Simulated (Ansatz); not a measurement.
**ReS2 monolayer (2H): phonons and vibrational spectra**

How does ReS2 monolayer (2H) vibrate, and is this structure a minimum?

Program: Ansatz 0.2.0. Level of theory: DFT PBEsol, scalar-relativistic, plane waves, PAW. Results are calculated unless marked as measured.

This is a report of a sequence of runs, with most program output left out.

## (1) Set-up

The cell holds 3 atoms: 1 Re and 2 S. Cell: a = 3.170 Å, b = 3.170 Å, c = 20.000 Å, α = 90.0°, β = 90.0°, γ = 120.0°. Vacuum lies along c.

## (2) Relaxation

Harmonic phonons are second derivatives at a point where the forces vanish, and they are wanted at zero stress, so atoms and cell are relaxed first.

The program solves this slab on a cell height of its own, 30.0 Å, in place of the one typed.

input.yaml reads:

```yaml
crystal:
  lattice:
    - [3.17, 0.0, 0.0]
    - [-1.585, 2.7453, 0.0]
    - [0.0, 0.0, 20.0]
  atoms:
    - { symbol: Re, position: [0.333333, 0.666667, 0.5] }
    - { symbol: S, position: [0.666667, 0.333333, 0.5775] }
    - { symbol: S, position: [0.666667, 0.333333, 0.4225] }
  periodic: [true, true, false]
kpoints:
  mp_grid: { grid: [15, 15, 1] }
hamiltonian:
  xc: pbesol
scf:
  occupations: { method: gaussian, width: 0.1 }
output:
  forces: true
  stress: true
  eigenvalues: true
  write_density: true
  write_potential: true
  elf: true
  volumetric_format: npy
relax:
  adjacent_minimum: "off"
  f_tol: 0.005
  max_steps: 80
  cell: { stress_2d_tol: 0.02 }
```

Run with:

```
$ ansatz run input.yaml --threads 8 --pin off --max-ram 14336MiB --backend cpu --events-out ev --progress --plain --runs-dir out
```

Elapsed: 30 s, on 8 threads of Arm Neoverse V1, shared host; peak memory 0.72 GiB.

This run has no spin polarisation although its electron count is odd.

Step by step:

| step | energy less that of the first step (eV) | largest force component (eV/Å) | volume (Å³) |
| --- | --- | --- | --- |
| 1 | 0.0000 | 0.3077 | 261.08 |
| 2 | -0.0096 | 0.1206 | 257.18 |
| 3 | -0.0126 | 0.1238 | 255.76 |
| 4 | -0.0248 | 0.0592 | 252.17 |
| 5 | 0.0787 | 1.4872 | 227.47 |
| 6 | -0.0388 | 0.6515 | 239.96 |
| 7 | -0.0709 | 0.1146 | 236.90 |
| 8 | -0.0532 | 0.2716 | 227.79 |
| 9 | -0.0738 | 0.0123 | 234.78 |
| 10 | -0.0739 | 0.0011 | 234.30 |
| 11* | -0.0725 | 0.0007 | 234.30 |

Relaxation steps marked * repeat the geometry before them on a plane-wave basis chosen anew for their cell, so energy and pressure can jump there. Relaxation steps 5, 8 were tried and not accepted.

Forces are held to the 12 operations that the run works with; a distortion that breaks them can't arise in this run.

| cell as run | before | after | change |
| --- | --- | --- | --- |
| a (Å) | 3.170 | 3.003 | -5.3 % |
| b (Å) | 3.170 | 3.003 | -5.3 % |

The atoms that moved most (Å, along periodic axes as changes of fractional coordinates times the final cell, across vacuum about the mean position):

| atom | dx | dy | dz | length |
| --- | --- | --- | --- | --- |
| S2 | 0.000 | 0.000 | 0.115 | 0.115 |
| S3 | 0.000 | 0.000 | -0.115 | 0.115 |

The relaxed structure:

```cif
data_structure
_symmetry_space_group_name_H-M 'P 1'
_symmetry_Int_Tables_number 1
_cell_length_a 3.0030
_cell_length_b 3.0030
_cell_length_c 30.0000
_cell_angle_alpha 90.000
_cell_angle_beta 90.000
_cell_angle_gamma 120.000
_cell_volume 234.30
loop_
_atom_site_label
_atom_site_type_symbol
_atom_site_fract_x
_atom_site_fract_y
_atom_site_fract_z
_atom_site_occupancy
Re1 Re 0.33333 0.66667 0.33333 1
S2 S 0.66667 0.33333 0.38885 1
S3 S 0.66667 0.33333 0.27782 1
```

Numbers from this step:

* gap on the k-mesh: 0 eV
* area per atom: 2.603 Å²

ELF in the ac plane at fractional y = 0.333, with atoms of S within 0.2 Å of it. It is the smooth field of the valence electrons, not physical close to the nuclei.

Ten even steps from '_' (0.00) to '@' (0.84), each cell a mean:
```
________________________________
________________________________
________________________________
________________________________
________________________________
________________________________
________________________________
________________________________
________________________________
________________________________
________________________________
________________________________
________________________________
--..____..::++**%%%%@@@@%%%%##++
%%++::::--##@@@@@@**====++%%@@@@
------------==++++++++++++++++==
==--::::--==++******++++++****++
%%==::..--##@@@@@@##++++**%%@@@@
::..______..--++**########**++==
________________________________
________________________________
________________________________
________________________________
________________________________
```
Columns run along a (3.0 Å), rows up along c (30.0 Å). Atoms in or near the plane, at fractional coordinates: S at (0.67, 0.39), S at (0.67, 0.28).

Valence density in the ac plane at fractional y = 0.333, with atoms of S within 0.2 Å of it. It is the smooth field of the valence electrons, not physical close to the nuclei.

Ten even steps from '0' (0.0 e/Å³) to '9' (1.0 e/Å³), each cell a mean:
```
0000000000000000
0000000000000000
0000000000000000
0000000000000000
0000000000000000
0000000000000000
0000000000000000
0000000000000000
0000000000000000
0000000000000000
0000000000000000
0000000000000000
0000000000000000
0000000112222110
4211235899768996
5667655555555544
4455555566666655
3211124798668985
0000000001111000
0000000000000000
0000000000000000
0000000000000000
0000000000000000
0000000000000000
```
Columns run along a (3.0 Å), rows up along c (30.0 Å). Atoms in or near the plane, at fractional coordinates: S at (0.67, 0.39), S at (0.67, 0.28).

Electrostatic potential energy in the ac plane at fractional y = 0.333, with atoms of S within 0.2 Å of it. With pseudopotentials it is smooth inside the atoms' cores, unlike the true potential.

Ten even steps from '_' (-34 eV) to '@' (0 eV), each cell a mean:
```
@@@@@@@@@@@@@@@@@@@@@@@@@@@@@@@@
@@@@@@@@@@@@@@@@@@@@@@@@@@@@@@@@
@@@@@@@@@@@@@@@@@@@@@@@@@@@@@@@@
@@@@@@@@@@@@@@@@@@@@@@@@@@@@@@@@
@@@@@@@@@@@@@@@@@@@@@@@@@@@@@@@@
@@@@@@@@@@@@@@@@@@@@@@@@@@@@@@@@
@@@@@@@@@@@@@@@@@@@@@@@@@@@@@@@@
@@@@@@@@@@@@@@@@@@@@@@@@@@@@@@@@
@@@@@@@@@@@@@@@@@@@@@@@@@@@@@@@@
@@@@@@@@@@@@@@@@@@@@@@@@@@@@@@@@
@@@@@@@@@@@@@@@@@@@@@@@@@@@@@@@@
@@@@@@@@@@@@@@@@@@@@@@@@@@@@@@@@
@@@@@@@@@@@@@@@@@@@@@@@@@@@@@@@@
@@@@@@@@@@@@@@@@%%%%%%%%%%%%@@@@
##%%%%%%%%##++::____________..==
++++======++******++++++++******
****++++++******++========++++**
##%%@@@@%%%%**::..________..::++
@@@@@@@@@@@@@@@@@@@@@@@@@@@@@@@@
@@@@@@@@@@@@@@@@@@@@@@@@@@@@@@@@
@@@@@@@@@@@@@@@@@@@@@@@@@@@@@@@@
@@@@@@@@@@@@@@@@@@@@@@@@@@@@@@@@
@@@@@@@@@@@@@@@@@@@@@@@@@@@@@@@@
@@@@@@@@@@@@@@@@@@@@@@@@@@@@@@@@
```
Columns run along a (3.0 Å; values clipped at the 3rd and 97th percentile), rows up along c (30.0 Å). Atoms in or near the plane, at fractional coordinates: S at (0.67, 0.39), S at (0.67, 0.28).

## (3) Relaxing to small forces for the phonons

Phonons need a cell at rest on their own settings, so the relaxation is repeated with tight tolerances on forces and stress on the k mesh and occupations of the first response run.

input.yaml, the sections that differ from step 2:

```yaml
crystal:
  lattice:
    - [3.0030094821, 0.0, 0.0]
    - [-1.5015047411, 2.6006824993, 0.0]
    - [0.0, 0.0, 30.0]
  atoms:
    - { symbol: Re, position: [0.3333333333, 0.6666666667, 0.3333333333] }
    - { symbol: S, position: [0.6666666667, 0.3333333333, 0.3888455974] }
    - { symbol: S, position: [0.6666666667, 0.3333333333, 0.2778210693] }
  periodic: [true, true, false]
kpoints:
  mp_grid: { grid: [18, 18, 1] }
scf:
  occupations: { method: methfessel_paxton, width: 0.15 }
relax:
  adjacent_minimum: "off"
  f_tol: 0.001
  max_steps: 60
  cell: { stress_2d_tol: 0.002 }
# hamiltonian, output: as in step 2
```

Run time: 13 s. Hardware: 8 threads; peak memory 0.71 GiB.

Little changed from the start: no atom moved by 0.005 Å and no cell edge by 0.1 %.

This step gave:

```
area per atom : 2.599 Å²
```

Valence density in the ac plane at fractional y = 0.333, with atoms of S within 0.2 Å of it. It is the smooth field of the valence electrons, not physical close to the nuclei.

Ten even steps from '_' (0.0 e/Å³) to '@' (1.0 e/Å³), each cell a mean:
```
________________________________
________________________________
________________________________
________________________________
________________________________
________________________________
________________________________
________________________________
________________________________
________________________________
________________________________
________________________________
________________________________
______________....::::::::....__
==::....::--++%%@@@@##**%%@@@@**
++****##**++++++++++++++++++====
==++++++++++++++************++++
--::......::==##@@%%****%%@@%%++
__________________........______
________________________________
________________________________
________________________________
________________________________
________________________________
```
Columns run along a (3.0 Å), rows up along c (30.0 Å). Atoms in or near the plane, at fractional coordinates: S at (0.67, 0.39), S at (0.67, 0.28).

ELF in the ac plane at fractional y = 0.333, with atoms of S within 0.2 Å of it. It is the smooth field of the valence electrons, not physical close to the nuclei.

Ten even steps from '0' (0.00) to '9' (0.84), each cell a mean:
```
0000000000000000
0000000000000000
0000000000000000
0000000000000000
0000000000000000
0000000000000000
0000000000000000
0000000000000000
0000000000000000
0000000000000000
0000000000000000
0000000000000000
0000000000000000
3100125688998875
8522379996445899
3333334555555554
4322345666555665
8421379997556899
2100013567777654
0000000000000000
0000000000000000
0000000000000000
0000000000000000
0000000000000000
```
Columns run along a (3.0 Å), rows up along c (30.0 Å). Atoms in or near the plane, at fractional coordinates: S at (0.67, 0.39), S at (0.67, 0.28).

Electrostatic potential energy in the ac plane at fractional y = 0.333, with atoms of S within 0.2 Å of it. With pseudopotentials it is smooth inside the atoms' cores, unlike the true potential.

Ten even steps from '_' (-34 eV) to '@' (0 eV), each cell a mean:
```
@@@@@@@@@@@@@@@@@@@@@@@@@@@@@@@@
@@@@@@@@@@@@@@@@@@@@@@@@@@@@@@@@
@@@@@@@@@@@@@@@@@@@@@@@@@@@@@@@@
@@@@@@@@@@@@@@@@@@@@@@@@@@@@@@@@
@@@@@@@@@@@@@@@@@@@@@@@@@@@@@@@@
@@@@@@@@@@@@@@@@@@@@@@@@@@@@@@@@
@@@@@@@@@@@@@@@@@@@@@@@@@@@@@@@@
@@@@@@@@@@@@@@@@@@@@@@@@@@@@@@@@
@@@@@@@@@@@@@@@@@@@@@@@@@@@@@@@@
@@@@@@@@@@@@@@@@@@@@@@@@@@@@@@@@
@@@@@@@@@@@@@@@@@@@@@@@@@@@@@@@@
@@@@@@@@@@@@@@@@@@@@@@@@@@@@@@@@
@@@@@@@@@@@@@@@@@@@@@@@@@@@@@@@@
@@@@@@@@@@@@@@@@%%%%%%%%%%%%@@@@
##%%%%%%%%##++::____________..==
**++======++********++++++******
****++++++******++========++++**
##%%@@@@%%%%**::..________..::++
@@@@@@@@@@@@@@@@@@@@@@@@@@@@@@@@
@@@@@@@@@@@@@@@@@@@@@@@@@@@@@@@@
@@@@@@@@@@@@@@@@@@@@@@@@@@@@@@@@
@@@@@@@@@@@@@@@@@@@@@@@@@@@@@@@@
@@@@@@@@@@@@@@@@@@@@@@@@@@@@@@@@
@@@@@@@@@@@@@@@@@@@@@@@@@@@@@@@@
```
Columns run along a (3.0 Å; values clipped at the 3rd and 97th percentile), rows up along c (30.0 Å). Atoms in or near the plane, at fractional coordinates: S at (0.67, 0.39), S at (0.67, 0.28).

The largest force component left is 0.11 meV/Å, within the tolerances set.

## (4) Zone-centre response

The zone centre comes first: it holds the modes that light can see, as far as symmetry allows. No field response is asked, since the mesh shows no gap.

input.yaml, the sections that differ from step 3:

```yaml
crystal:
  lattice:
    - [3.0005873966, 0.0, 0.0]
    - [-1.5002936983, 2.5985849117, 0.0]
    - [0.0, 0.0, 30.0]
  atoms:
    - { symbol: Re, position: [0.3333333333, 0.6666666667, 0.3333333333] }
    - { symbol: S, position: [0.6666666667, 0.3333333333, 0.3888986507] }
    - { symbol: S, position: [0.6666666667, 0.3333333333, 0.277768016] }
  periodic: [true, true, false]
output:
  eigenvalues: true
phonons:
  method: dfpt
# kpoints, hamiltonian, scf: as in step 3
# relax: removed
```

Elapsed: 42 s, on 8 threads; peak memory 1.7 GiB; 5.2 min of CPU time.

This step gave:

* sum-rule residual before enforcement: 2.57e-5 eV/Å²
* point group: -6m2
* highest optical mode at the zone centre (no LO-TO term): 388.2 cm⁻¹
* lowest optical zone-centre mode: 242.3 cm⁻¹

Patterns of degenerate modes are one choice out of their space. Modes at Γ, with each element's share of the kinetic energy:

| mode | frequency (cm⁻¹) | symmetry | Re % | S % |
| --- | --- | --- | --- | --- |
| 1 | 0.0 | acoustic | 74 | 26 |
| 2 | 0.0 | acoustic | 74 | 26 |
| 3 | 0.0 | acoustic | 74 | 26 |
| 4 | 242.3 | A2'' | 26 | 74 |
| 5 | 258.3 | E'' | 0 | 100 |
| 6 | 258.3 | E'' | 0 | 100 |
| 7 | 316.4 | E' | 26 | 74 |
| 8 | 316.4 | E' | 26 | 74 |
| 9 | 388.2 | A1' | 0 | 100 |

Displacements in mode 4 (242.3 cm⁻¹), the largest set to 1:
```
Re1  0.00  0.00 -0.34
S2   0.00  0.00  1.00
S3   0.00  0.00  1.00
```

Displacements in mode 6 (258.3 cm⁻¹), the largest set to 1:
```
Re1  0.00  0.00  0.00
S2   1.00 -0.05  0.00
S3  -1.00  0.05  0.00
```

Before it was imposed, the acoustic sum rule was missed by 2.6e-5 eV/Å². Small misses are needed for a sound result but don't prove that mesh and cutoff are converged. The lowest optical mode is real, 242 cm⁻¹.

## (5) The dispersion

Stability and thermal properties need the whole zone. Linear response on a 6×6×1 q mesh gives force constants as far as a supercell of that size would.

input.yaml: that of step 4 with these lines changed.

```diff
@@ -20 +20,10 @@
   method: dfpt
+  qmesh: [6, 6, 1]
+  temperatures: { t_max: 1000, t_step: 50 }
+  qpath:
+    path:
+      - [0.0, 0.0, 0.0]
+      - [0.5, 0.0, 0.0]
+      - [0.33333333, 0.33333333, 0.0]
+      - [0.0, 0.0, 0.0]
+    npoints: 10
```

Run time: 9.4 min. Hardware: 8 threads; peak memory 3.1 GiB; 74 min of CPU time.

Numbers from this step:

```yaml
sum_rule_residual_before_enforcement: 3.32e-5 eV/Å²
lowest_frequency_on_the_path: -226.3 cm⁻¹
highest_frequency_on_the_path_or_at_a_solved_wavevector: 388.3 cm⁻¹
lowest_mode_on_the_q_mesh_acoustic_modes_at_gamma_apart: -226.3 cm⁻¹
```

Frequencies (cm⁻¹) solved at each irreducible wavevector; negative means imaginary. Frequencies by wavevector, by row:

| q in reciprocal lattice units | star | mode 1 | mode 2 | mode 3 | mode 4 | mode 5 | mode 6 | mode 7 | mode 8 | mode 9 |
| --- | --- | --- | --- | --- | --- | --- | --- | --- | --- | --- |
| 0 0 0 | 1 | 0 | 0 | 0 | 242.3 | 258.3 | 258.3 | 316.4 | 316.4 | 388.2 |
| 0 0.1667 0 | 6 | 44 | 65.4 | 90.8 | 238.1 | 264 | 301.7 | 307 | 313 | 360.8 |
| 0 0.3333 0 | 6 | -112.8 | 78.1 | 123.3 | 253.6 | 270.2 | 291.8 | 294.1 | 294.8 | 333.9 |
| 0 -0.5 0 | 3 | -226.3 | -38.8 | 156.8 | 241.8 | 275.4 | 282.7 | 292.6 | 312.3 | 345.1 |
| 0.1667 0.1667 0 | 6 | -63.1 | 98.7 | 103.6 | 250.5 | 268.9 | 276 | 300.3 | 309.6 | 327.3 |
| 0.1667 0.3333 0 | 12 | -143.2 | 84 | 146.1 | 252.9 | 283.4 | 292.4 | 295.1 | 313.3 | 334.2 |
| 0.3333 0.3333 0 | 2 | -131.6 | 68.2 | 155.4 | 279.3 | 281.9 | 292.6 | 297 | 311.9 | 326.4 |

(Continued in part 2 of 2.)

[Logs are printed without paths, hosts, clocks, repeated set-up lines and the standing remarks that a program may print on its own settings, such as how far it seeks lower states.]

[Hosts, paths, dates, database ids (printed as entryN), source tags and the programs' standing remarks are cut or masked in the printed files.]
